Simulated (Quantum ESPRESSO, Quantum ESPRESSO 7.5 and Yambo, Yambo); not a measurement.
**TiO2 (Rutile): G0W0 on several meshes in Yambo**

How does the mesh move the gap of TiO2 (Rutile)?

Calculated with Quantum ESPRESSO 7.5 and Yambo 5.3.0; PBE and many-body steps on it, plane waves.

## Step 1: The starting structure

Symmetry: P4_2/mnm, No. 136, tetragonal system. Conventional cell: a = 4.592 Å, b = 4.592 Å, c = 2.957 Å, α = 90.00°, β = 90.00°, γ = 90.00°. Ti has 6 O at 1.95 to 1.98 Å nearest. Nearest to O lie 3 Ti at 1.95 to 1.98 Å. Farther neighbours and most contacts between anions are not listed.

The cell and positions come from the Crystallography Open Database and are kept as given unless a step says otherwise.

## Step 2: Empty states on the mesh, 4×4×6 mesh, 284 bands

This step: Quantum ESPRESSO 7.5; DFT, PBE, plane waves, norm-conserving pseudopotentials.

The sums over transitions need many empty states on a uniform mesh; this step solves for them.

File pw.in:

```
&control
  calculation = 'nscf'
  prefix = 'x'
  outdir = 'o'
  pseudo_dir = 'pseudo'
/
&system
  ibrav = 0
  nat = 6
  ntyp = 2
  ecutwfc = 76.0
  nbnd = 284
  force_symmorphic = .true.
/
&electrons
  conv_thr = 1e-9
  electron_maxstep = 80
  diago_full_acc = .true.
  diago_thr_init = 5e-6
/
ATOMIC_SPECIES
  Ti 47.867 Ti.upf
  O 15.999 O.upf
CELL_PARAMETERS angstrom
  4.5922000000 0.0000000000 0.0000000000
  0.0000000000 4.5922000000 0.0000000000
  0.0000000000 0.0000000000 2.9574000000
ATOMIC_POSITIONS crystal
  Ti 0.0000000000 0.0000000000 0.0000000000
  Ti 0.5000000000 0.5000000000 0.5000000000
  O 0.3049600000 0.3049600000 0.0000000000
  O 0.1950400000 0.8049600000 0.5000000000
  O 0.6950400000 0.6950400000 0.0000000000
  O 0.8049600000 0.1950400000 0.5000000000
K_POINTS automatic
  4 4 6 0 0 0
```

On the command line:

```bash
> OMP_NUM_THREADS=1 mpirun -n 4 pw.x -nk 4 -in pw.in > pw.out
```

The program printed:

```text
Program PWSCF v.7.5 starts

     This program is part of the open-source Quantum ESPRESSO suite
     for quantum simulation of materials; please cite
         "P. Giannozzi et al., J. Phys.:Condens. Matter 21 395502 (2009);
         "P. Giannozzi et al., J. Phys.:Condens. Matter 29 465901 (2017);
         "P. Giannozzi et al., J. Chem. Phys. 152 154105 (2020);
     in publications or presentations arising from this work. More details at

     Atomic positions and unit cell read from directory:
     o/x.save/

     Message from routine setup:
[...]
49.2291  49.7290  49.7290  51.6108  53.1332  53.7247  53.7836  53.7836
     [... 24 further rows ...]
   142.8834 142.8896 143.6103 143.8931 143.8931 144.2120 145.6224 145.6731
   145.6731 146.2864 147.0299 147.0299

          k = 0.0000 0.0000-0.7764 (  4648 PWs)   bands (ev):

     [... further k-points ...]

     highest occupied, lowest unoccupied level (ev):     9.1604   11.0771

     XML data file, pseudopotentials, collected wavefunctions

=------------------------------------------------------------------------------=
   JOB DONE.
=------------------------------------------------------------------------------=
```

Wall time 94 s (4 MPI ranks of Arm Neoverse V2, shared host); peak memory 0.69 GiB.

This step gave:

| Property | Result |
| --- | --- |
| gap | 1.917 eV |
| k of the valence top | 0, 0, 0 |
| k of the conduction bottom | 0, 0, 0 |
| least direct gap | 1.917 eV |
| k points computed | 28 |
| lowest point of the top converged band, above the valence top | 137.2215 eV |

On this mesh the gap is 1.917 eV.

The density comes from a self-consistent run that is not shown.

## Step 3: Conversion and set-up

This step: Yambo 5.3.0; conversion and set-up on PBE, plane waves, norm-conserving pseudopotentials.

The states are converted to the many-body program's format and the q mesh is built.

On the command line:

```bash
> (cd o/x.save; p2y > p2y.log; mv SAVE ../..); yambo > setup.log
```

The program printed:

```text
 Yambo, version 5.3.0

 [02] CORE Variables Setup
 =========================

  [02.01] Unit cells
  ==================

  Cell kind             :  Unknown
  Atoms in the cell     :  Ti  O
  number of Ti atoms    :  2
  number of O  atoms    :   4

  List of atomic masses
  Mass of Ti    :  47.86700
  Mass of O     :  15.99900

  List of atomic coordinates    : [cc]
  Ti1       :  0.000000  0.000000  0.000000  order 1
  Ti2       :  4.339000  4.339000  2.794338  order 2
  O1       :  2.646443  2.646443  0.000000  order 3
  O2       :  1.692557  6.985443  2.794338  order 4
[...]
K/Q-points units:
 rlu = crystal or reduced units; cc = cartesian coordinates; iku = interal k-units

 Q [ 1]         [rlu]:  0.000000  0.000000  0.000000
 Q [ 2]         [rlu]:  0.000000  0.000000  0.166667
 Q [ 3]         [rlu]:  0.000000  0.000000  0.333333
[...]
Q [ 8]         [rlu]:  0.000000  0.250000 -0.500000
 Q [ 9]         [rlu]:  0.000000 -0.500000  0.000000
 Q [10]         [rlu]:  0.000000 -0.500000  0.166667
     [... 16 further rows ...]
 Q [27]         [rlu]: -0.250000  0.250000 -0.333333
 Q [28]         [rlu]: -0.250000  0.250000  0.500000

  [03.01] X indexes
  =================

   [03.01.01] Sigma indexes
   ========================

 [06] Game Over & Game summary
```

Run time: 2.6 s. Hardware: 1 MPI rank; peak memory 0.25 GiB.

## Step 4: 4×4×6

G0W0 replaces the xc potential by the self-energy, built once from these orbitals. Only a window of levels is corrected, while the sums run over the empty bands that the input names.

This step: G0W0 on PBE, plane waves, norm-conserving pseudopotentials.

File gw2.in:

```
HF_and_locXC
gw0
dyson
ppa
em1d
rim_cut
RandQpts= 1000000
RandGvec= 1 RL
EXXRLvcs= 76 Ry
VXCRLvcs= 304 Ry
Chimod= "HARTREE"
% BndsRnXp
 1 | 130 |
%
NGsBlkXp= 10 Ry
% LongDrXp
 1 | 1 | 1 |
%
% GbndRnge
 1 | 130 |
%
DysSolver= "n"
ExtendOut
PPAPntXp= 27.21138 eV
% QPkrange
 1 | 1 | 23 | 26 |
%
```

On the command line:

```bash
> OMP_NUM_THREADS=1 mpirun -n 4 yambo -F gw2.in -J gw2 -C gw2 > gw2.log
```

The program printed:

```text
 Yambo, version 5.3.0

 [02] CORE Variables Setup
 =========================

  [... cell, symmetries and grids as in the set-up ...]

  [02.05] Energies & Occupations
  ==============================

  [X] === General ===
  [X] Electronic Temperature                        :  0.000000  0.000000 [eV K]
  [X] Bosonic    Temperature                        :  0.000000  0.000000 [eV K]
  [X] Finite Temperature mode                       : no
  [X] El. density                                   :  0.76964E+24 [cm-3]
  [X] Fermi Level                                   :  9.160422 [eV]

  [X] === Gaps and Widths ===
  [X] Conduction Band Min                           :  1.916629 [eV]
  [X] Valence Band Max                              :  0.000000 [eV]
  [X] Filled Bands                                  :  24
  [X] Empty Bands                                   :   25  284
  [X] Direct Gap                                    :  1.916629 [eV]
  [X] Direct Gap localized at k                     :  1
  [X] Indirect Gap                                  :  1.916629 [eV]
  [X] Indirect Gap between kpts                     :  1  1
  [X] Last valence band width                       :  1.613132 [eV]
  [X] 1st conduction band width                     :  1.090840 [eV]

 [03] Transferred momenta grid and indexing
 ==========================================

 IBZ Q-points                                      :  28
 BZ  Q-points                                      :   96

 K/Q-points units:
 rlu = crystal or reduced units; cc = cartesian coordinates; iku = interal k-units

 Q [ 1]         [rlu]:  0.000000  0.000000  0.000000
 Q [ 2]         [rlu]:  0.000000  0.000000  0.166667
 Q [ 3]         [rlu]:  0.000000  0.000000  0.333333
 Q [ 4]         [rlu]:  0.000000  0.000000 -0.500000
 Q [ 5]         [rlu]:  0.000000  0.250000  0.000000
 Q [ 6]         [rlu]:  0.000000  0.250000  0.166667
 Q [ 7]         [rlu]:  0.000000  0.250000  0.333333
 Q [ 8]         [rlu]:  0.000000  0.250000 -0.500000
 Q [ 9]         [rlu]:  0.000000 -0.500000  0.000000
 Q [10]         [rlu]:  0.000000 -0.500000  0.166667
     [... 16 further rows ...]
 Q [27]         [rlu]: -0.250000  0.250000 -0.333333
 Q [28]         [rlu]: -0.250000  0.250000  0.500000

 [04] Coloumb potential Random Integration (RIM)
 ===============================================

  [04.01] RIM initialization
  ==========================

  * Diagonal components only detected *

  8 x (sBL volume)        :  0.049115 [a.u.]
  sBZ random points       :  1000000
  Points outside the sBZ  :   7992674
  RL volume               :  0.589375 [a.u.]
  Integrated volume       :  0.589915 [a.u.]

  [04.02] RIM integrals
  =====================

  Gamma point sphere radius             :  0.066428 [a.u.]
  Points outside the sphere             :   799783
  [Int_sBZ(q=0) 1/q^2]*(Vol_sBZ)^(-1/3) =:  7.677029
                                 should be <:  7.795600

  Summary of Coulomb integrals for non-metallic bands |Q|[au] RIM/Bare

  Q [1] 0.100000E-4 0.984790 * Q [5] 0.181009 1.043104
  Q [2] 0.187378 1.065409 * Q [25] 0.255985 1.045688
  Q [13] 0.255985 1.045781 * Q [6] 0.260528 1.051772
  Q [26] 0.317237 1.034933 * Q [14] 0.317237 1.036010
  Q [9] 0.362018 1.018051 * Q [3] 0.374757 1.023161
  Q [17] 0.404748 1.016534 * Q [10] 0.407637 1.017887
[...]
Q [28] 0.617677 1.009626 * Q [16] 0.617677 1.008790
  Q [23] 0.634474 1.008620 * Q [12] 0.668620 1.007716
  Q [20] 0.692689 1.007148 * Q [24] 0.760336 1.006109

 [WARNING] [Xp] User bands 1-130 break level degeneracy

 [05] Dipoles
 ============

  [05.01] Setup: observables and procedures
  =========================================

  [WARNING] [x,Vnl] slows the Dipoles computation. To neglect it rename the ns.kb_pp file

 [06] Dynamic Dielectric Matrix (PPA)
 ====================================

 [WR./gw2//ndb.pp]---------------------------------------------------------------
  Brillouin Zone Q/K grids (IBZ/BZ)                :   28   96   28   96
  RL vectors                                       :   6025 [WF]
  Coulomb cutoff potential                         : none
  Electronic Temperature                           :  0.000000 [K]
  Bosonic    Temperature                           :  0.000000 [K]
  PPA    diel. fun.  energies                      : Perdew, Burke & Ernzerhof(X)+Perdew, Burke & Ernzerhof(C)
  wavefunctions                                    : Perdew, Burke & Ernzerhof(X)+Perdew, Burke & Ernzerhof(C)
  Global Gauge                                     : length
  X matrix size                                    :  233
  X band range                                     :    1  130
  X e/h energy range                               : -1.000000 -1.000000 [eV]
  X Time ordering                                  : R
  X Hxc Kernel                                     : HARTREE
  X Drude frequency                                :  0.000000  0.000000
  X poles                                          :  100.0000 [o/o]
  RL vectors in the sum                            :   6025
  [r,Vnl] included                                 : yes
  Field direction                                  :  0.577350E-5  0.577350E-5  0.577350E-5
  BZ energy Double Grid                            : no
  BZ energy DbGd points                            : 0
  BZ Q point size factor                           : -1.000000
  X Optical Averaged directions                    : none

 [07] Local Exchange-Correlation + Non-Local Fock
 ================================================

 [VXC] Plane waves :   37691
 [EXS] Plane waves :   4695

 QP @ state[ 1 ] K range:  1  1
 QP @ state[ 1 ] b range:  23  26

 [xc] Functional : Perdew, Burke & Ernzerhof(X)+Perdew, Burke & Ernzerhof(C)
 [xc] LIBXC used to calculate xc functional
  PP Number of Atomic Species                      :  2
  NLCC RL compoments                               :   37691
  PP Number of Atomic Species                      :  2
  NLCC RL compoments                               :   37691

 [xc] E_xc :  -28.60621 [Ha]
      E_xc :  -57.21243 [Ry]

  Local XC kind (lXC) : Perdew, Burke & Ernzerhof(X)+Perdew, Burke & Ernzerhof(C)
  Non-Local XC kind (nlXC) : Hartree-Fock

  Corrections @ K [1] :  [eV]
 <23|nlXC|23> = -25.15177  0.36887E-17 <23|lXC|23> = -20.67067 -0.37763E-15
 <24|nlXC|24> = -25.10644 -0.22006E-16 <24|lXC|24> = -20.44719  0.94408E-16
 <25|nlXC|25> = -12.15189 -0.11245E-17 <25|lXC|25> = -20.15405  0.000000
 <26|nlXC|26> = -12.10936 -0.75085E-19 <26|lXC|26> = -19.78077  0.000000

 [08] Dyson equation: Newton solver
 ==================================

  [08.01] G0W0 (W PPA)
  ====================

  [  GW  ] Bands range     :    1  130
  [GW/PPA] G damping       :  0.100000 [eV]

  QP @ state[ 1 ] K range:  1  1
  QP @ state[ 1 ] b range:  23  26

   Sc/G bands                                       :    1  130
   Sc/G damping                                     :  0.100000 ev
   Sc bands terminator                              : no
   Sx RL components                                 :   4695

   QP @ state[ 1 ] K range                          :  1  1
   QP @ state[ 1 ] b range                          :  23  26
   GF energies kind                                 : Perdew, Burke & Ernzerhof(X)+Perdew, Burke & Ernzerhof(C)
   GF WF`s kind                                     : Perdew, Burke & Ernzerhof(X)+Perdew, Burke & Ernzerhof(C)
   Xs energies kind                                 : Perdew, Burke & Ernzerhof(X)+Perdew, Burke & Ernzerhof(C)
   Xs WF`s kind                                     : Perdew, Burke & Ernzerhof(X)+Perdew, Burke & Ernzerhof(C)

 [11] Game Over & Game summary
```

It took 7.3 min on 4 MPI ranks; peak memory 3.2 GiB.

Numbers from this step:

```yaml
g0w0_gap_on_the_points_computed: 3.371 eV
starting_gap_on_the_mesh: 1.917 eV
k_of_the_valence_top: 0, 0, 0
k_of_the_conduction_bottom: 0, 0, 0
least_direct_g0w0_gap_on_the_computed_points: 3.371 eV
z_at_the_valence_top: 0.7588
z_at_the_conduction_bottom: 0.7714
```

The gap on the mesh goes from 1.92 eV to 3.37 eV, a correction of +1.45 eV.

## Step 5: Empty states on the mesh, 2×2×4 mesh, 130 bands

This step: Quantum ESPRESSO 7.5; DFT, PBE, plane waves, norm-conserving pseudopotentials.

pw.in: that of step 2 with these lines changed.

```diff
@@ -11,3 +11,3 @@
   ecutwfc = 76.0
-  nbnd = 284
+  nbnd = 130
   force_symmorphic = .true.
@@ -35,2 +35,2 @@
 K_POINTS automatic
-  4 4 6 0 0 0
+  2 2 4 0 0 0
```

On the command line:

```bash
> OMP_NUM_THREADS=1 mpirun -n 4 pw.x -nk 4 -in pw.in > pw.out
```

The program printed:

```text
[banner, memory and clock lines left out]
Program PWSCF v.7.5 starts

     Atomic positions and unit cell read from directory:
     o/x.save/

     Message from routine setup:
     using ibrav=0 with symmetry is DISCOURAGED, use correct ibrav instead

     G-vector sticks info

     bravais-lattice index     =            0
     lattice parameter (alat)  =       8.6780  a.u.
     unit-cell volume          =     420.8703 (a.u.)^3
     number of atoms/cell      =            6
     number of atomic types    =            2
     number of electrons       =        48.00
[...]
k = 0.0000 0.0000 0.3882 (  4700 PWs)   bands (ev):

[...]
[... 5 further rows ...]
[...]
81.2699  81.9116

          k = 0.0000 0.0000-0.7764 (  4648 PWs)   bands (ev):

[...]
50.7935  50.7935  51.6859  51.6859  53.7408  53.7408  54.8244  54.8244
     [... 5 further rows ...]
    75.0136  75.0137  75.5762  75.5762  75.7466  75.7466  78.7341  78.7341
    81.0325  81.0326

          k = 0.0000-0.5000 0.0000 (  4748 PWs)   bands (ev):

     [... further k-points ...]

     highest occupied, lowest unoccupied level (ev):     9.1604   11.0771

     XML data file, pseudopotentials, collected wavefunctions
```

The job ended after 13 s (4 MPI ranks; peak memory 0.42 GiB; 53 s of CPU time).

This step gave:

```yaml
gap: 1.917 eV
k_of_the_valence_top: 0, 0, 0
k_of_the_conduction_bottom: 0, 0, 0
least_direct_gap: 1.917 eV
k_points_computed: 9
lowest_point_of_the_top_converged_band_above_the_valence_top: 71.8721 eV
```

On this mesh the gap is 1.917 eV.

(Continued in part 2 of 2.)

[Paths, hosts, dates, memory and timing lines, banners, echoed tables and standing remarks are left out of the program output.]

[Logs are printed without paths, hosts, clocks, repeated set-up lines and the standing remarks that a program may print on its own settings, such as how far it seeks lower states.]

[Runs of the session that timed out or met a known fault of the program may be left out.]

[Hosts, paths, dates, database ids (printed as entryN), source tags and the programs' standing remarks are cut or masked in the printed files.]
